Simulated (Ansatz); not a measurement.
## Stack of Hf2NOS MXene under honeycomb GaN , shifted by two thirds of the diagonal in a perpendicular field

Wanted: the out-of-plane response of the stack of Hf2NOS MXene under honeycomb GaN , shifted by two thirds of the diagonal. A positive field points along +c.

Calculated with Ansatz 0.2.0; plane-wave DFT, PBE-D3(BJ), Ansatz PAW.

This is a report of a sequence of runs, with the program logs left out and the cost of each run kept.

## 1. Set-up

The cell holds 7 atoms: 1 S, 2 Hf, 2 N, 1 O and 1 Ga. Its edges and angles: a = 3.214 Å, b = 3.214 Å, c = 48.387 Å, α = 90.0°, β = 90.0°, γ = 120.0°. Regions: layer 1: Hf2NOS MXene, 5 atoms (1 S, 2 Hf, 1 N and 1 O); layer 2: honeycomb GaN, 2 atoms (1 N and 1 Ga). Vacuum lies along c.

Structure file:

```cif
data_structure
_symmetry_space_group_name_H-M 'P 1'
_symmetry_Int_Tables_number 1
_cell_length_a 3.2138
_cell_length_b 3.2137
_cell_length_c 48.3865
_cell_angle_alpha 90.000
_cell_angle_beta 90.000
_cell_angle_gamma 120.000
_cell_volume 432.79
loop_
_atom_site_label
_atom_site_type_symbol
_atom_site_fract_x
_atom_site_fract_y
_atom_site_fract_z
_atom_site_occupancy
S1 S 0.33333 0.66667 0.41024 1
Hf2 Hf 0.66667 0.33333 0.44857 1
N3 N 0.00000 0.00000 0.47481 1
Hf4 Hf 0.33333 0.66667 0.50104 1
O5 O 0.66667 0.33333 0.52673 1
N6 N 0.33333 0.66667 0.58976 1
Ga7 Ga 0.00000 0.00000 0.58976 1
```

## 2. Relaxing the slab

The starting cell is a guess, so the in-plane lattice and the atoms are relaxed first, with the slab cut off from its images along the normal.

Contents of input.yaml:

```yaml
crystal:
  lattice:
    - [3.21375, 0.0, 0.0]
    - [-1.606875, 2.7831891414, 0.0]
    - [0.0, 0.0, 48.3865260446]
  atoms:
    - { symbol: S, position: [0.3333333333, 0.6666666667, 0.4102381721] }
    - { symbol: Hf, position: [0.6666666667, 0.3333333333, 0.4485687798], spin: 1.0 }
    - { symbol: "N", position: [0.0, 0.0, 0.4748062447] }
    - { symbol: Hf, position: [0.3333333333, 0.6666666667, 0.5010437096], spin: 1.0 }
    - { symbol: O, position: [0.6666666667, 0.3333333333, 0.5267277511] }
    - { symbol: "N", position: [0.3333333333, 0.6666666667, 0.5897618279] }
    - { symbol: Ga, position: [0.0, 0.0, 0.5897618279] }
  periodic: [true, true, false]
magnetization:
  spin_polarized: true
kpoints:
  mp_grid: { grid: [12, 12, 1] }
hamiltonian:
  xc: pbe
  dispersion: d3bj
scf:
  occupations: { method: fermi_dirac, width: 0.05 }
  convergence: { dr2_threshold: 1.0e-09 }
relax:
  f_tol: 0.004
  max_steps: 90
  cell: {}
output:
  write_potential: true
  write_density: true
  volumetric_format: npy
```

Launch:

```sh
$ ansatz run input.yaml --threads 4 --pin off --max-ram 6144MiB --backend cpu --events-out ev --progress --plain --runs-dir out
```

The job ended after 8.1 min (4 threads of Arm Neoverse V1, shared host; peak memory 1.4 GiB).

The steps of the relaxation:

| step | energy less that of the first step (eV) | largest force component (eV/Å) | volume (Å³) |
| --- | --- | --- | --- |
| 1 | 0.0000 | 3.5640 | 432.79 |
| 2 | -0.7359 | 1.3090 | 436.24 |
| 3 | -0.8128 | 0.8036 | 445.91 |
| 4 | -0.8453 | 0.1623 | 443.84 |
| 5 | -0.8474 | 0.0799 | 444.62 |
| 6 | -0.8479 | 0.0430 | 445.11 |
| 7 | -0.8478 | 0.0331 | 445.44 |
| 8 | -0.8479 | 0.0012 | 445.37 |
| 9* | -0.8553 | 0.0034 | 445.37 |
| 10 | -0.8553 | 0.0012 | 445.60 |
| 11* | -0.8554 | 0.0012 | 445.60 |

Relaxation steps marked * repeat the geometry before them on a plane-wave basis chosen anew for their cell, so energy and pressure can jump there.

Forces are held to the 6 operations that the program found; a distortion that breaks them can't arise in this run.

```
cell as run  before  after  change
      a (Å)   3.214  3.261  +1.5 %
      b (Å)   3.214  3.261  +1.5 %
```

The atoms that moved most (Å, along periodic axes as changes of fractional coordinates times the final cell, across vacuum about the mean position):

| atom | dx | dy | dz | length |
| --- | --- | --- | --- | --- |
| N6 | 0.000 | 0.000 | -0.346 | 0.346 |
| Ga7 | 0.000 | 0.000 | -0.342 | 0.342 |
| S1 | 0.000 | 0.000 | 0.341 | 0.341 |
| Hf4 | 0.000 | 0.000 | 0.186 | 0.186 |
| N3 | 0.000 | 0.000 | 0.173 | 0.173 |
| O5 | 0.000 | 0.000 | -0.101 | 0.101 |
| Hf2 | 0.000 | 0.000 | 0.088 | 0.088 |

This step gave:

| Quantity | Value |
| --- | --- |
| energy at zero smearing | -37472.5602 eV |

The lattice constant a goes from 3.214 to 3.261 Å.

## 3. Single point, field 0

A sawtooth potential applies the field, turning back in the middle of the vacuum. With the dipole correction the typed value is the field outside the slab. The induced dipole is small, so the SCF threshold is tight.

The cell differs from the one that the last finished run ended in (c 48.387 → 26.003 Å).

Contents of input.yaml:

```yaml
crystal:
  lattice:
    - [3.2609714053, 0.0, 0.0]
    - [-1.6304857027, 2.824084078, 0.0]
    - [0.0, 0.0, 26.0034037952]
  atoms:
    - { symbol: S, position: [0.3333333333, 0.6666666667, 0.3461085353] }
    - { symbol: Hf, position: [0.6666666667, 0.3333333333, 0.4076977625] }
    - { symbol: "N", position: [0.0, 0.0, 0.4597985064] }
    - { symbol: Hf, position: [0.3333333333, 0.6666666667, 0.5091073056] }
    - { symbol: O, position: [0.6666666667, 0.3333333333, 0.545887068] }
    - { symbol: "N", position: [0.3333333333, 0.6666666667, 0.6537566718] }
    - { symbol: Ga, position: [0.0, 0.0, 0.6538914647] }
kpoints:
  mp_grid: { grid: [18, 18, 1] }
  band_path:
    path: [[0, 0, 0], [0.5, 0, 0], [0.33333333, 0.33333333, 0], [0, 0, 0]]
    npoints: 16
hamiltonian:
  xc: pbe
  dispersion: d3bj
scf:
  occupations: { method: fermi_dirac, width: 0.02585 }
  convergence: { dr2_threshold: 1.0e-10 }
efield:
  axis: 3
  dipole_correction: true
  ramp_position: 0.97
  ramp_width: 0.06
  amplitude: 0
output:
  dos: { projected: true, e_range: [-6, 5] }
  bader: true
  write_potential: true
  write_density: true
  volumetric_format: npy
  elf: true
```

Run time: 49 s. Hardware: 4 threads; peak memory 0.95 GiB; 3.2 min of CPU time.

This step gave:

```
energy at zero smearing        : -37472.5672 eV
work function, upper face      : 4.232 eV
work function, lower face      : 5.426 eV
dipole along the normal        : 0.06077 e·Å
step between the vacuum levels : -1.194 eV
```

Running mean over a fixed 2.7 Å (it still follows the layers) of the planar mean; the ramp of the sawtooth is left out. Table of electron's electrostatic potential energy less the Fermi level by z:

```
z (Å)  electron's electrostatic potential energy less the Fermi level (eV)
  3.5                                                                 5.43
  4.0                                                                 5.43
  4.5                                                                 5.43
  5.0                                                                 5.42
  5.5                                                                 5.42
  6.0                                                                 5.40
  6.5                                                                 5.28
  7.0                                                                 4.67
  7.5                                                                 2.87
  8.0                                                                0.554
  8.5                                                                -1.63
  9.0                                                                -4.47
  9.5                                                                -7.65
 10.0                                                                -9.31
 10.5                                                                -9.55
 11.0                                                                -9.90
 11.5                                                                -10.4
 12.0                                                                -10.6
 12.5                                                                -10.9
 13.0                                                                -11.3
 13.5                                                                -10.0
 14.0                                                                -7.86
 14.5                                                                -4.99
 15.0                                                                -2.38
 15.5                                                                -1.69
 16.0                                                                -2.80
 16.5                                                                -3.82
 17.0                                                                -4.06
 17.5                                                                -3.77
 18.0                                                                -2.26
 18.5                                                                0.783
 19.0                                                                 3.18
 19.5                                                                 3.99
 20.0                                                                 4.17
 20.5                                                                 4.22
 21.0                                                                 4.23
 21.5                                                                 4.23
 22.0                                                                 4.23
 22.5                                                                 4.23
```

The density of states has structure finer than the step of the table below, so its rows give means over 0.2 eV. Peaks (eV: height): -5.75: 12.0, -5.34: 8.77, -5.26: 8.75, -4.79: 7.06, -4.54: 8.90, -4.18: 9.44, -2.86: 7.90.

Density of states against energy, zero at the Fermi level; means over each step:

```csv
energy (eV),density of states (states/eV a cell)
-5.8,3.88
-5.6,3.01
-5.4,5.12
-5.2,4.02
-5.0,3.89
-4.8,4.85
-4.6,6.75
-4.4,5.65
-4.2,6.41
-4.0,3.42
-3.8,2.17
-3.6,1.51
-3.4,2.55
-3.2,3.92
-3.0,4.28
-2.8,5.31
-2.6,2.76
-2.4,2.97
-2.2,2.92
-2.0,3.11
-1.8,3.71
-1.6,3.12
-1.4,2.74
-1.2,1.49
-1.0,0.707
-0.8,0.851
-0.6,0.909
-0.4,0.995
-0.2,1.08
0.0,1.20
0.2,1.53
0.4,1.40
0.6,0.842
0.8,1.16
1.0,1.85
1.2,1.48
1.4,1.44
1.6,1.83
1.8,3.38
```

Projected DOS per atom over height of the atomic layer and energy from the Fermi level. Layers: S Hf N Hf O GaN from below.

Values in states/eV, 22 rows by 6 columns, each cell a mean:
```
0.11 0.72 0.27 1.29 0.15 0.08
0.11 0.50 0.14 0.61 0.08 0.06
0.16 0.60 0.13 0.57 0.09 0.04
0.12 0.37 0.08 0.37 0.06 0.00
0.17 0.52 0.09 0.51 0.08 0.00
0.18 0.46 0.07 0.38 0.09 0.00
0.18 0.39 0.05 0.27 0.09 0.00
0.17 0.35 0.03 0.19 0.09 0.01
0.25 0.20 0.04 0.07 0.04 0.21
0.59 0.25 0.06 0.06 0.04 0.92
1.33 0.43 0.11 0.04 0.05 0.77
1.09 0.29 0.12 0.03 0.07 0.66
1.07 0.23 0.15 0.04 0.09 0.62
2.06 0.51 0.42 0.10 0.26 0.70
1.15 0.39 0.17 0.05 0.10 0.71
0.45 0.18 0.11 0.04 0.08 0.41
0.90 0.54 0.82 0.10 0.81 0.35
1.15 0.87 1.67 0.32 1.60 0.33
0.75 0.67 1.29 0.35 1.77 0.27
0.47 0.40 0.64 0.29 1.13 0.33
0.21 0.50 1.43 0.63 1.19 0.19
0.06 0.21 0.76 0.74 1.63 0.19
```
Columns: height of the atomic layer (Å) from 9 to 17.0 (not evenly spaced); rows upwards: energy from the Fermi level (eV) from -5.96 to 1.96.

Electronic bands along the path, in eV, zero at the Fermi level:

```csv
point,band 40,band 41,band 42,band 43,band 44,band 45,band 46,band 47
Γ,-1.48,-1.48,-1.00,-1.00,0.65,0.77,0.77,0.97
halfway,-2.60,-2.46,-2.38,-1.60,-0.46,1.78,2.14,2.28
M,-3.14,-2.83,-1.79,-1.44,-1.09,1.73,2.92,3.67
halfway,-4.02,-3.27,-2.59,-1.30,-0.01,2.24,2.43,3.06
K,-4.48,-3.54,-3.02,-1.14,1.34,1.53,2.27,3.21
halfway,-3.00,-2.86,-2.28,-2.07,0.48,0.67,2.61,2.83
Γ,-1.48,-1.48,-1.00,-1.00,0.65,0.77,0.77,0.97
```

Valence density in the ca plane at fractional y = 0.667, with atoms of S and Hf and N within 0.2 Å of it. It is the smooth field of the valence electrons, not physical close to the nuclei.

Values in e/Å³, 5 rows by 16 columns, each cell a mean:
```
 0  0  0  0  0  0  0  0  1  1  0  0  0  0  0  0
 0  0  0  0  0  0  0  0  0  0  0  1  0  0  0  0
 0  0  0  0  0  0  1  1  0  0  1 11  2  0  0  2
 0  0  0  0  0  0  1  1  1  0  1 18  3  0  1  3
 0  0  0  0  0  0  0  1  0  0  0  2  1  0  0  1
```
Columns run along c (16.0 Å, from fractional 0.07 to 0.68 of the cell), rows up along a (3.3 Å). Atoms in or near the plane, at fractional coordinates: S at (0.35, 0.33), Hf at (0.51, 0.33), N at (0.65, 0.33).

Electrostatic potential energy in the ca plane at fractional y = 0.667, with atoms of S and Hf and N within 0.2 Å of it. With pseudopotentials it is smooth inside the atoms' cores, unlike the true potential.

Ten even steps from '0' (-37 eV) to '9' (8 eV), each cell a mean:
```
99999999999999999876557888888889999987788999
99999999999999999875457888888889999987778999
99999999999999987887667887656789999988889999
99999999999998632478888885201368999985579999
99999999999997211158888873000058999950039999
99999999999997212058888873000058999940039999
99999999999998521378888875100368999984379999
99999999999999877787678887645689999988889999
```
Columns run along c (16.0 Å, from fractional 0.13 to 0.74 of the cell; values clipped at the 3rd and 97th percentile), rows up along a (3.3 Å). Atoms in or near the plane, at fractional coordinates: S at (0.35, 0.33), Hf at (0.51, 0.33), N at (0.65, 0.33).

ELF in the ca plane at fractional y = 0.667, with atoms of S and Hf and N within 0.2 Å of it. It is the smooth field of the valence electrons, not physical close to the nuclei.

Values, 5 rows by 16 columns, each cell a mean:
```
0.00 0.01 0.09 0.27 0.18 0.23 0.55 0.21 0.50 0.27 0.12 0.22 0.16 0.04 0.00 0.00
0.00 0.07 0.42 0.64 0.31 0.17 0.40 0.21 0.31 0.18 0.24 0.42 0.30 0.06 0.00 0.00
0.01 0.31 0.84 0.62 0.62 0.21 0.20 0.72 0.42 0.06 0.58 0.69 0.63 0.18 0.01 0.00
0.02 0.36 0.87 0.40 0.65 0.27 0.21 0.79 0.51 0.05 0.64 0.55 0.68 0.21 0.02 0.00
0.00 0.15 0.66 0.80 0.45 0.15 0.30 0.37 0.25 0.11 0.38 0.63 0.44 0.10 0.01 0.00
```
Columns run along c (16.0 Å, from fractional 0.22 to 0.84 of the cell), rows up along a (3.3 Å). Atoms in or near the plane, at fractional coordinates: S at (0.35, 0.33), Hf at (0.51, 0.33), N at (0.65, 0.33).

The work function of the upper face is 4.23 eV.

## 4. Single point, field 0.05 V/Å

Changes to input.yaml since step 3:

```diff
@@ -29,6 +29,4 @@
   ramp_width: 0.06
-  amplitude: 0
+  amplitude: 0.05
 output:
-  dos: { projected: true, e_range: [-6, 5] }
-  bader: true
   write_potential: true
@@ -36,2 +34 @@
   volumetric_format: npy
-  elf: true
```

Run time: 38 s. Hardware: 4 threads; peak memory 0.91 GiB; 2.5 min of CPU time.

The dipole is 0.0842 e·Å, 0.0234 e·Å from its value without field.

## 5. Single point, field -0.05 V/Å

Changes to input.yaml since step 4:

```diff
@@ -29,3 +29,3 @@
   ramp_width: 0.06
-  amplitude: 0.05
+  amplitude: -0.05
 output:
```

Elapsed: 37 s, on 4 threads; peak memory 0.9 GiB; 2.4 min of CPU time.

The dipole is 0.0373 e·Å, -0.0234 e·Å from its value without field.

## 6. Single point, field 0.1 V/Å

Changes to input.yaml since step 5:

```diff
@@ -29,3 +29,3 @@
   ramp_width: 0.06
-  amplitude: -0.05
+  amplitude: 0.1
 output:
```

Elapsed: 39 s, on 4 threads; peak memory 0.91 GiB; 2.5 min of CPU time.

The dipole is 0.108 e·Å, 0.0469 e·Å from its value without field.

## 7. Atoms held, field 0.2 V/Å

Changes to input.yaml since step 6:

```diff
@@ -29,3 +29,3 @@
   ramp_width: 0.06
-  amplitude: 0.1
+  amplitude: 0.2
 output:
```

Wall time 38 s (4 threads); peak memory 0.9 GiB; 2.5 min of CPU time.

The dipole is 0.155 e·Å, 0.0939 e·Å from its value without field.

## 8. Atoms held, field 0.3 V/Å

Changes to input.yaml since step 7:

```diff
@@ -29,4 +29,6 @@
   ramp_width: 0.06
-  amplitude: 0.2
+  amplitude: 0.3
 output:
+  dos: { projected: true, e_range: [-6, 5] }
+  bader: true
   write_potential: true
@@ -34 +36,2 @@
   volumetric_format: npy
+  elf: true
```

It took 53 s on 4 threads; peak memory 0.94 GiB.

The dipole is 0.202 e·Å, 0.141 e·Å from its value without field.

## 9. Response, atoms held

This step: plane-wave DFT, PBE-D3(BJ), Ansatz PAW; response to a field along the normal, atoms held (Ansatz 0.2.0).

The dipoles give the slope, and the difference of two potentials shows where the field is screened.

Numbers from this step:

* equivalent conductor thickness p/(ε₀AE): 9.214 Å
* distance between the outer atoms: 8.003 Å

Table of dipole of the cell by applied field:

| applied field (V/Å) | dipole of the cell (e·Å) |
| --- | --- |
| -0.050 | 0.0373 |
| 0.000 | 0.0608 |
| 0.050 | 0.0842 |
| 0.100 | 0.108 |
| 0.200 | 0.155 |
| 0.300 | 0.202 |

Local field over the applied field, running mean. From the potentials at -0.05 and 0.05 V/Å; running mean over 2.5 Å. Table of local field over applied field by z:

| z (Å) | local field over applied field |
| --- | --- |
| 5 | 0.998 |
| 6 | 0.977 |
| 7 | 0.838 |
| 8 | 0.503 |
| 9 | 0.170 |
| 10 | 0.0479 |
| 11 | 0.0389 |
| 12 | 0.0494 |
| 13 | 0.0789 |
| 14 | 0.209 |
| 15 | 0.327 |
| 16 | 0.275 |
| 17 | 0.182 |
| 18 | 0.406 |
| 19 | 0.753 |
| 20 | 0.952 |
| 21 | 0.994 |

Electrons, planar mean, per unit field. Table of induced electron density by z:

```csv
z (Å),induced electron density (e/Å³ per V/Å)
4.5,2.2e-6
5.0,8.1e-6
5.5,2.8e-5
6.0,9.6e-5
6.5,3.0e-4
7.0,8.7e-4
7.5,0.00220
8.0,0.00379
8.5,0.00256
9.0,6.5e-4
9.5,5.5e-4
10.0,-5.8e-4
10.5,-1.4e-4
11.0,2.1e-4
11.5,3.0e-4
12.0,-1.3e-4
12.5,-5.7e-4
13.0,1.4e-4
13.5,-6.0e-5
14.0,-0.00184
14.5,-0.00151
15.0,-0.00144
15.5,0.00103
16.0,0.00276
16.5,9.9e-4
17.0,1.3e-4
17.5,-0.00116
18.0,-0.00387
18.5,-0.00294
19.0,-0.00146
19.5,-6.1e-4
20.0,-2.3e-4
20.5,-8.1e-5
21.0,-2.7e-5
21.5,-8.3e-6
```

By hand: between -0.05 and 0.05 V/Å the dipole changes by 0.04688 e·Å, a slope of 0.4688 e·Å²/V. A perfect conductor of thickness t has p = ε₀AEt, so t = 180.95 × 0.4688 / 9.209 = 9.21 Å (e/ε₀ = 180.95 V·Å, A in Å²).

The induced dipole is that of a conductor 9.21 Å thick.

## 10. A changed input

This step: plane-wave DFT, PBE-D3(BJ), Ansatz PAW (Ansatz 0.2.0).

A run with a changed input: it repeats the earlier run at 0.05 V/Å with efield.dipole_correction from true to false and efield.amplitude from 0.05 to -0.05.

Changes to input.yaml since step 8:

```diff
@@ -26,9 +26,7 @@
   axis: 3
-  dipole_correction: true
+  dipole_correction: false
   ramp_position: 0.97
   ramp_width: 0.06
-  amplitude: 0.3
+  amplitude: -0.05
 output:
-  dos: { projected: true, e_range: [-6, 5] }
-  bader: true
   write_potential: true
@@ -36,2 +34 @@
   volumetric_format: npy
-  elf: true
```

Wall time 31 s (4 threads); peak memory 0.92 GiB; 2 min of CPU time.

```csv
quantity,this run,earlier run,difference
dipole along the normal (e·Å),0.05780,0.08421,-0.026
```

The applied field differs, and the slope found earlier predicts a dipole of 0.0373 e·Å; this run gives 0.0578 e·Å, 0.020 e·Å more.

With the dipole correction off, the periodic images add a field of their own to the typed one.

These numbers are not those of the isolated slab.

## 11. Varying the input

An input spoilt on purpose, to show how the run answers: it repeats the earlier run at 0.05 V/Å with efield.ramp_position from 0.97 to 0.484, and scf.max_iter set to 60.

Changes to input.yaml since step 10:

```diff
@@ -24,8 +24,9 @@
   convergence: { dr2_threshold: 1.0e-10 }
+  max_iter: 60
 efield:
   axis: 3
-  dipole_correction: false
-  ramp_position: 0.97
+  dipole_correction: true
+  ramp_position: 0.484
   ramp_width: 0.06
-  amplitude: -0.05
+  amplitude: 0.05
 output:
```

Wall time 0.39 s (4 threads); peak memory 0.45 GiB.

The program refused the input before any cycle.

The program's message: “Error: efield: ion 3 (Hf) at fractional coordinate 0.5091 along the field axis lies inside the sawtooth ramp with 2 of the planes that the density is read on at each end, [0.4729, 0.5551] — the ramp m …”

The fault put into the input: the ramp among the atoms.

## 12. Results

```yaml
gap_without_field: none
work_function_upper_face: 4.23 eV
step_between_the_vacuum_levels: -1.19 eV
equivalent_conductor_thickness_atoms_held: 9.21 Å
```

In words: The induced dipole equals that of a perfect conductor 9.21 Å thick, while the outer atoms lie 8.00 Å apart. The two faces differ: the vacuum level above lies 1.19 eV lower than the one below. There is no gap over 0.03 eV, with or without the field. The first relaxation ran with spin and lost its moment, and the later runs have none; other magnetic states were not tried. Spin-orbit coupling is left out, which matters for the bands of elements this heavy. The MXene's terminations sit over the metal atoms of its far layer; the site over carbon or nitrogen, which some compounds prefer, was not run.

[Long decimals in the printed logs are rounded to 6 places.]

[Logs are printed without paths, hosts, clocks, repeated set-up lines and the standing remarks that a program may print on its own settings, such as how far it seeks lower states.]

[Hosts, paths, dates, database ids (printed as entryN), source tags and the programs' standing remarks are cut or masked in the printed files.]

[Maps of the electrostatic potential energy from Ansatz leave out the sawtooth potential of an applied field or a dipole correction, so their vacuum need not be flat; planar profiles and work functions include it.]

[The density of states shown here was stored with 400 of the rows of the run's finer table, so its peaks can read low, often by over a quarter, or be missed, and its means over a window can be off by a tenth or more.]
